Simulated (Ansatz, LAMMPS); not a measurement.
# Relaxing amorphous 89SiO2-11P2O5 (mol %) (96 atoms), part 2 of 4

Aim: bring amorphous 89SiO2-11P2O5 (mol %) (96 atoms) to a nearby minimum of the energy and see what moves.

Ansatz 0.2.0; Kohn-Sham DFT, PBE, PAW (set soft_2), plane waves.

The cell: 25 Si, 6 P and 65 O. The quench rate of 50 K/ps is orders of magnitude faster than experiment. The network of bonds at the start is that of the classical potential that made the cell. Only the Γ point is sampled in the main run, in a cell whose shortest periodic width is 11 Å.

So far. Step 3 (Single point at the start): Neighbours are counted within 2.08 Å (O-Si), 1.98 Å (O-P).

### 4. Cell and atoms relaxed

The cell is relaxed with the atoms, since the starting lattice needn't suit this functional.

Input file input.yaml:

```yaml
crystal:
  lattice:
    - [11.2619, 0.0, 0.0]
    - [0.0, 11.2619, 0.0]
    - [0.0, 0.0, 11.2619]
  atoms:
    [... the 96 atom lines of step 3 ...]
kpoints:
  mp_grid: { grid: [1, 1, 1] }
hamiltonian:
  xc: pbe
scf:
  occupations: { method: fermi_dirac, width: 0.025 }
output:
  forces: true
relax:
  f_tol: 0.04
  max_steps: 250
  cell: {}
```

Launch:

```sh
$ ansatz run input.yaml --threads 4 --pin off --max-ram 8192MiB --backend cpu --events-out ev --progress --plain --runs-dir out
```

Numbers of over 12 decimals in the logs are rounded to 6 here.

The log of the run:

```text
[...]
Crystal: 96 atoms, lattice volume = 1428.351 Å³
Basis set: ecut = 420 eV, 28017 PW (Γ), exchange–correlation on 160×160×160 points (8 copies of the dense FFT grid, shifted against one another)
Bands: 356, of which v1, the nominal top of the filled ones, is band 260 counted from 1 (259 counted from 0)
Symmetry: 1 space group operations
[...]
k-points: 1
[...]
SCF iter   1: F=—  HF=-57391.908982 eV  |F-HF|=—  |Δ(HF+E_count)|=         —  Δρ=4.10e-3  dr2=3.98e-1  ethr=1.77e-3  ⟨swp⟩=7.0  Hψ=1877  notcnv=0  defer=68
[...]
SCF iter  10: F=-57391.786470 eV  HF=-57391.786470 eV  |F-HF|=1.97e-8  |Δ(HF+E_count)|=   3.22e-8  Δρ=1.84e-6  dr2=4.08e-8  ethr=1.92e-11  ⟨swp⟩=5.0  Hψ=1195  notcnv=0
SCF 1 converged in 10 iterations: F = -57391.786470 eV  dr2 = 4.08e-8
[...]
relax step   1: F+E_penalty+E_count = -57391.78646955 eV  Δ(F+E_penalty+E_count) = +0.000e0 eV  max|allowed force component| = 4.362e0 eV/Å  Δτ_max = 0.0000 Å  P = +1.737 GPa  Ω = 1428.351 Å³  (10 SCF iters, dr2 threshold 1.00e-7 eV, accepted)
[... from here on, the SCF cycles and remarks between the steps are left out ...]
relax step   2: F+E_penalty+E_count = -57394.41273712 eV  Δ(F+E_penalty+E_count) = -2.626e0 eV  max|allowed force component| = 3.693e0 eV/Å  Δτ_max = 0.1122 Å  P = +0.945 GPa  Ω = 1430.102 Å³  energy of the carried Pulay correction = -5.599e-3 eV  (7 SCF iters, dr2 threshold 9.60e-6 eV, accepted)
relax step   3: F+E_penalty+E_count = -57397.34749352 eV  Δ(F+E_penalty+E_count) = -2.935e0 eV  max|allowed force component| = 7.458e-1 eV/Å  Δτ_max = 0.1948 Å  P = +0.058 GPa  Ω = 1414.024 Å³  energy of the carried Pulay correction = +4.607e-2 eV  (8 SCF iters, dr2 threshold 9.60e-6 eV, accepted)
relax step   4: F+E_penalty+E_count = -57398.05385572 eV  Δ(F+E_penalty+E_count) = -7.064e-1 eV  max|allowed force component| = 1.357e0 eV/Å  Δτ_max = 0.2000 Å  P = +0.102 GPa  Ω = 1391.264 Å³  energy of the carried Pulay correction = +1.202e-1 eV  (7 SCF iters, dr2 threshold 9.60e-6 eV, accepted)
relax step   5: F+E_penalty+E_count = -57398.43427150 eV  Δ(F+E_penalty+E_count) = -3.804e-1 eV  max|allowed force component| = 5.886e-1 eV/Å  Δτ_max = 0.2000 Å  P = -0.115 GPa  Ω = 1370.422 Å³  energy of the carried Pulay correction = +1.892e-1 eV  (8 SCF iters, dr2 threshold 9.60e-6 eV, accepted)
relax step   6: F+E_penalty+E_count = -57398.52321739 eV  Δ(F+E_penalty+E_count) = -8.895e-2 eV  max|allowed force component| = 3.403e-1 eV/Å  Δτ_max = 0.2000 Å  P = +0.029 GPa  Ω = 1371.280 Å³  energy of the carried Pulay correction = +1.863e-1 eV  (7 SCF iters, dr2 threshold 9.60e-6 eV, accepted)
relax step   7: F+E_penalty+E_count = -57398.54972736 eV  Δ(F+E_penalty+E_count) = -2.651e-2 eV  max|allowed force component| = 1.421e-1 eV/Å  Δτ_max = 0.2000 Å  P = +0.008 GPa  Ω = 1374.790 Å³  energy of the carried Pulay correction = +1.746e-1 eV  (7 SCF iters, dr2 threshold 7.24e-6 eV, accepted)
relax step   8: F+E_penalty+E_count = -57398.57345120 eV  Δ(F+E_penalty+E_count) = -2.372e-2 eV  max|allowed force component| = 6.557e-2 eV/Å  Δτ_max = 0.0960 Å  P = +0.028 GPa  Ω = 1375.017 Å³  energy of the carried Pulay correction = +1.739e-1 eV  (7 SCF iters, dr2 threshold 1.26e-6 eV, accepted)
relax step   9: F+E_penalty+E_count = -57398.55008777 eV  Δ(F+E_penalty+E_count) = +2.336e-2 eV  max|allowed force component| = 1.826e-1 eV/Å  Δτ_max = 0.2000 Å  P = +0.024 GPa  Ω = 1377.977 Å³  energy of the carried Pulay correction = +1.641e-1 eV  (9 SCF iters, dr2 threshold 2.69e-7 eV, rejected (line search))
relax step  10: F+E_penalty+E_count = -57398.57012156 eV  Δ(F+E_penalty+E_count) = +3.330e-3 eV  max|allowed force component| = 1.161e-1 eV/Å  Δτ_max = 0.0645 Å  P = -0.026 GPa  Ω = 1377.387 Å³  energy of the carried Pulay correction = +1.660e-1 eV  (11 SCF iters, accepted)
relax step  11: F+E_penalty+E_count = -57398.57356515 eV  Δ(F+E_penalty+E_count) = -3.444e-3 eV  max|allowed force component| = 6.151e-2 eV/Å  Δτ_max = 0.0185 Å  P = -0.002 GPa  Ω = 1377.016 Å³  energy of the carried Pulay correction = +1.673e-1 eV  (6 SCF iters, dr2 threshold 8.43e-7 eV, accepted)
relax step  12: F+E_penalty+E_count = -57398.57657756 eV  Δ(F+E_penalty+E_count) = -3.012e-3 eV  max|allowed force component| = 3.901e-2 eV/Å  Δτ_max = 0.0404 Å  P = +0.002 GPa  Ω = 1376.692 Å³  energy of the carried Pulay correction = +1.683e-1 eV  (7 SCF iters, dr2 threshold 2.36e-7 eV, accepted)
relax step  13: F+E_penalty+E_count = -57398.50279017 eV  Δ(F+E_penalty+E_count) = +7.379e-2 eV  max|allowed force component| = 3.987e-2 eV/Å  Δτ_max = 0.0000 Å  P = -0.108 GPa  Ω = 1376.692 Å³  stress off target by 3.22e-1 GPa  SCF on the basis re-selected at this cell (its energy is not comparable with the rows above)  (7 SCF iters)
relax step  14: F+E_penalty+E_count = -57398.51263559 eV  Δ(F+E_penalty+E_count) = -9.845e-3 eV  max|allowed force component| = 3.929e-2 eV/Å  Δτ_max = 0.0212 Å  P = +0.086 GPa  Ω = 1375.190 Å³  energy of the carried Pulay correction = +5.699e-3 eV  (7 SCF iters, dr2 threshold 2.59e-7 eV, accepted)
relax step  15: F+E_penalty+E_count = -57398.51323137 eV  Δ(F+E_penalty+E_count) = -5.958e-4 eV  max|allowed force component| = 2.765e-2 eV/Å  Δτ_max = 0.0158 Å  P = +0.004 GPa  Ω = 1375.941 Å³  energy of the carried Pulay correction = +2.967e-3 eV  (7 SCF iters, dr2 threshold 1.36e-7 eV, accepted)
relax step  16: F+E_penalty+E_count = -57398.51337224 eV  Δ(F+E_penalty+E_count) = -1.409e-4 eV  max|allowed force component| = 2.769e-2 eV/Å  Δτ_max = 0.0000 Å  P = +0.002 GPa  Ω = 1375.941 Å³  stress off target by 4.78e-2 GPa  SCF on the basis re-selected at this cell (its energy is not comparable with the rows above)  (6 SCF iters)
basis re-selected at this cell: Δ(F+E_penalty+E_count) = -1.409e-4 eV, ΔP = -0.002 GPa vs the last step (what re-selecting the basis moved, of the pressure what is left beyond the Pulay correction that the steps carried, after the strain that the cell walked since its last selection, [...]
SCF converged after 6 iterations
Free energy (F): -57398.513372 eV
[...]
Internal energy: -57398.513372 eV  (E = F + TS)
E sigma→0 (E₀):  -57398.513372 eV
Fermi energy:    4.561359 eV
[...]
--- Forces (eV/Å), atoms counted from 1 ---
  atom   1  Si     0.00109508     0.00104000    -0.02347019
  atom   2  Si    -0.00718438    -0.00198949     0.00671929
  atom   3  Si    -0.00326244     0.00516135    -0.00045401
  atom   4  Si     0.00161986     0.00483026    -0.00570797
  atom   5  Si    -0.00448602     0.00005023    -0.00068475
  atom   6  Si     0.00284188    -0.00037987    -0.00812414
  atom   7  Si     0.00779807     0.00182563    -0.00146631
  atom   8  Si    -0.00504999    -0.00081723     0.00289052
  atom   9  Si    -0.00393187    -0.00108467     0.00119806
  atom  10  Si    -0.00709293    -0.00303765     0.00316610
  atom  11  Si     0.00271351     0.00253533     0.00038041
  atom  12  Si     0.00177195     0.01035180     0.00266239
  atom  13  Si     0.00881395     0.01107611     0.00930959
  atom  14  Si     0.00145432     0.00507050    -0.00208224
[...]
atom  95  O     -0.00169405    -0.00454528     0.00195542
  atom  96  O     -0.00115766    -0.00752734     0.00115052
  max |Σ_I F_I| component: 3.86e-5 eV/Å
--- Stress (GPa, compression-positive) ---
       -0.012671      -0.004904       0.007520
       -0.004905      -0.027182       0.012958
        0.007522       0.012956       0.044770
  P = ⅓ Tr σ = 0.0016 GPa (0.016 kbar)
--- Relaxed structure (14 steps of the walk, 13 accepted, 2 SCFs on fresh bases) ---
  F+E_penalty+E_count = -57398.51337224 eV   max|allowed force component| = 2.769e-2 eV/Å   (the final SCF, on the basis selected at the relaxed cell)
  cell:  # Å, volume = 1375.9413 Å³
    - [11.080185, -0.116013, 0.047034]
    - [-0.116013, 10.697272, 0.084088]
    - [0.047034, 0.084088, 11.610786]
  atoms:
    - { symbol: Si, position: [0.704231, 0.332904, 0.010633] }
    - { symbol: Si, position: [0.470540, 0.160495, 0.974451] }
    - { symbol: Si, position: [0.610809, 0.748511, 0.685003] }
    - { symbol: Si, position: [0.080395, 0.025178, 0.142169] }
[...]
- { symbol: O, position: [0.666402, 0.886743, 0.165353] }
```

Wall time 2.1 min (4 threads of Intel Xeon Platinum 8488C (Sapphire Rapids), shared host); peak memory 1.8 GiB; 7.9 min of CPU time.

The steps of the relaxation:

```csv
step,energy less that of the first step (eV),largest force component (eV/Å),pressure (GPa),volume (Å³)
1,0.0000,4.3618,1.74,1428.35
2,-2.6263,3.6926,0.94,1430.10
3,-5.5610,0.7458,0.06,1414.02
4,-6.2674,1.3573,0.10,1391.26
5,-6.6478,0.5886,-0.11,1370.42
6,-6.7367,0.3403,0.03,1371.28
7,-6.7633,0.1421,0.01,1374.79
8,-6.7870,0.0656,0.03,1375.02
9,-6.7636,0.1826,0.02,1377.98
10,-6.7837,0.1161,-0.03,1377.39
11,-6.7871,0.0615,0.00,1377.02
12,-6.7901,0.0390,0.00,1376.69
13*,-6.7163,0.0399,-0.11,1376.69
14,-6.7262,0.0393,0.09,1375.19
15,-6.7268,0.0276,0.00,1375.94
16*,-6.7269,0.0277,0.00,1375.94
```

Relaxation steps marked * repeat the geometry before them on a plane-wave basis chosen anew for their cell, so energy and pressure can jump there. Relaxation step 9 was tried and not accepted.

| cell as run | before | after | change |
| --- | --- | --- | --- |
| a (Å) | 11.262 | 11.081 | -1.6 % |
| b (Å) | 11.262 | 10.698 | -5.0 % |
| c (Å) | 11.262 | 11.611 | +3.1 % |
| α (°) | 90.00 | 89.14 | -1.0 % |
| β (°) | 90.00 | 89.53 | -0.5 % |
| γ (°) | 90.00 | 91.22 | +1.4 % |
| volume (Å³/atom) | 14.88 | 14.33 | -3.7 % |

The atoms that moved most (Å, as changes of fractional coordinates times the final cell):

```csv
atom,dx,dy,dz,length
O88,-0.259,-0.348,0.068,0.439
O59,0.152,0.134,-0.314,0.374
O85,-0.171,0.289,-0.156,0.370
O62,-0.205,-0.053,-0.283,0.353
O44,0.208,0.148,0.236,0.348
O77,-0.220,0.265,0.044,0.347
O84,-0.157,-0.293,0.030,0.333
O32,0.166,0.161,-0.230,0.326
```

The relaxation changed the energy by -70.1 meV/atom, and atoms moved by 0.21 Å r.m.s., 0.44 Å at most.

### 5. Structure statistics after relaxation

Bonds before and after, by the cutoffs listed below:

```csv
pair,bonds before,bonds after,mean before (Å),mean after (Å),spread before (Å),spread after (Å)
O-Si,100,101,1.626,1.637,0.032,0.031
O-P,24,24,1.528,1.554,0.024,0.049
```

Density 2.33 g/cm³, 14.33 Å³ an atom.

g(r), total and by pair (bins of 0.2 Å):

```csv
r (Å),total,O-O,O-Si,O-P,Si-Si,Si-P,P-P
1.40,0.27,0.00,0.00,3.23,0.00,0.00,0.00
1.60,5.27,0.00,12.39,10.72,0.00,0.00,0.00
1.80,0.11,0.00,0.32,0.00,0.00,0.00,0.00
2.00,0.00,0.00,0.00,0.00,0.00,0.00,0.00
2.20,0.00,0.00,0.00,0.00,0.00,0.00,0.00
2.40,0.32,0.69,0.00,0.00,0.00,0.00,0.00
2.60,2.37,5.17,0.00,0.00,0.00,0.00,0.00
2.80,0.67,1.37,0.05,0.00,0.00,0.92,0.00
3.00,0.70,0.40,0.21,0.30,3.84,4.96,0.00
3.20,0.71,0.56,0.33,0.40,3.65,1.81,0.00
3.40,0.62,0.55,0.72,1.32,0.00,0.00,0.00
3.60,0.93,0.64,1.50,1.32,0.00,0.00,0.00
3.80,0.84,0.63,1.25,1.25,0.00,0.26,0.00
4.00,1.17,0.69,1.79,2.12,0.22,0.90,0.00
4.20,1.44,0.93,2.22,1.61,0.39,2.05,0.00
4.40,0.83,0.95,0.82,0.29,0.62,1.13,1.52
4.60,0.88,1.10,0.62,0.80,0.99,0.69,1.46
4.80,1.11,1.35,0.79,0.85,1.07,2.20,1.33
5.00,1.25,1.64,0.69,1.02,1.90,0.74,3.64
5.20,1.19,1.32,0.83,1.14,2.41,0.81,1.09
```

Bonds by pair of elements; cutoffs follow the first minimum of g(r), held within bounds set by covalent radii, and pairs that aren't listed don't count as bonded:

| pair A-B | cutoff (Å) | bonds | mean length (Å) | spread (Å) | shortest (Å) | B about A | A about B |
| --- | --- | --- | --- | --- | --- | --- | --- |
| O-Si | 2.12 | 101 | 1.64 | 0.031 | 1.60 | 1.55 | 4.04 |
| O-P | 2.02 | 24 | 1.55 | 0.049 | 1.47 | 0.369 | 4 |

How many atoms have how many bonded neighbours:

```csv
element,mean,1,2,4,5
O,1.92,5,60,0,0
P,4,0,0,6,0
Si,4.04,0,0,24,1
```

Bond angles, per cent of each kind in bins of 5°:

| angle (°) | O-Si-O | Si-O-Si | O-P-O | P-O-Si |
| --- | --- | --- | --- | --- |
| 80–85 | 0.6 | 0.0 | 0.0 | 0.0 |
| 85–90 | 1.3 | 0.0 | 0.0 | 0.0 |
| 90–95 | 1.9 | 0.0 | 0.0 | 0.0 |
| 95–100 | 0.0 | 0.0 | 5.6 | 0.0 |
| 100–105 | 9.7 | 0.0 | 25.0 | 0.0 |
| 105–110 | 43.5 | 0.0 | 22.2 | 0.0 |
| 110–115 | 37.0 | 0.0 | 30.6 | 0.0 |
| 115–120 | 3.2 | 0.0 | 16.7 | 0.0 |
| 120–125 | 0.6 | 2.4 | 0.0 | 10.5 |
| 125–130 | 1.3 | 9.8 | 0.0 | 15.8 |
| 130–135 | 0.0 | 4.9 | 0.0 | 21.1 |
| 135–140 | 0.0 | 9.8 | 0.0 | 15.8 |
| 140–145 | 0.0 | 24.4 | 0.0 | 15.8 |
| 145–150 | 0.0 | 14.6 | 0.0 | 5.3 |
| 150–155 | 0.0 | 12.2 | 0.0 | 0.0 |
| 155–160 | 0.0 | 7.3 | 0.0 | 15.8 |
| 160–165 | 0.0 | 0.0 | 0.0 | 0.0 |
| 165–170 | 0.6 | 2.4 | 0.0 | 0.0 |
| 170–175 | 0.0 | 7.3 | 0.0 | 0.0 |
| 175–180 | 0.0 | 4.9 | 0.0 | 0.0 |

Bond angles (no mean is given where the spread exceeds 20°):

```csv
angle,count,mean (°),spread (°)
O-Si-O,154,109,7.4
Si-O-Si,41,147,13.9
O-P-O,36,109,5.9
P-O-Si,19,138,10.8
```

Oxygen atoms by the number of network formers (Si, P, Ge, B, Al, As, Ga) bound to them:

```csv
network formers bound to O,O atoms,per cent
0,0,0
1,5,7.7
2,60,92.3
```

Network units: each former by its oxygen neighbours and how many of them bridge to another former:

```csv
former,O neighbours,bridging O,atoms
Si,4,4,24
Si,5,5,1
P,4,3,5
P,4,4,1
```

Bond length by coordination (bonds to H left out):

```
element  coordination  atoms  mean bond length (Å)
      O             1      5                  1.47
      O             2     60                  1.63
     Si             4     24                  1.63
     Si             5      1                  1.74
```

Rings of the network by King's shortest-path rule, up to 12 atoms, one path for each pair of neighbours; H, halogens, alkali and alkaline-earth atoms are left out, and the last column divides by all other atoms, bonded or not:

```csv
ring size (atoms),rings,per network atom
6,2,0.021
8,3,0.031
10,7,0.073
12,14,0.146
```

First main peaks of g(r), for some of the pairs, lie near 2.6 Å (O-O), 1.6 Å (O-Si), 1.6 Å (O-P), 3.1 Å (Si-Si) and 3.0 Å (Si-P). By these cutoffs 92 % of O atoms have 2, all P atoms have 4 and 96 % of Si atoms have 4 bonded neighbours. The O-Si-O angle averages 109° with a spread of 7°. 92 % of the oxygens bridge two formers (Si and P) and 8 % are non-bridging. The commonest Si unit has 4 oxygens, 4 of them shared with other formers (24 of 25 atoms). Rings of 12 atoms are the most common (54 % of those counted); sizes run from 6 to 12, where the search stops.

(Continued in part 3 of 4.)

[Logs are printed without paths, hosts, clocks, repeated set-up lines and the standing remarks that a program may print on its own settings, such as how far it seeks lower states.]

[Hosts, paths, dates, database ids (printed as entryN), source tags and the programs' standing remarks are cut or masked in the printed files.]
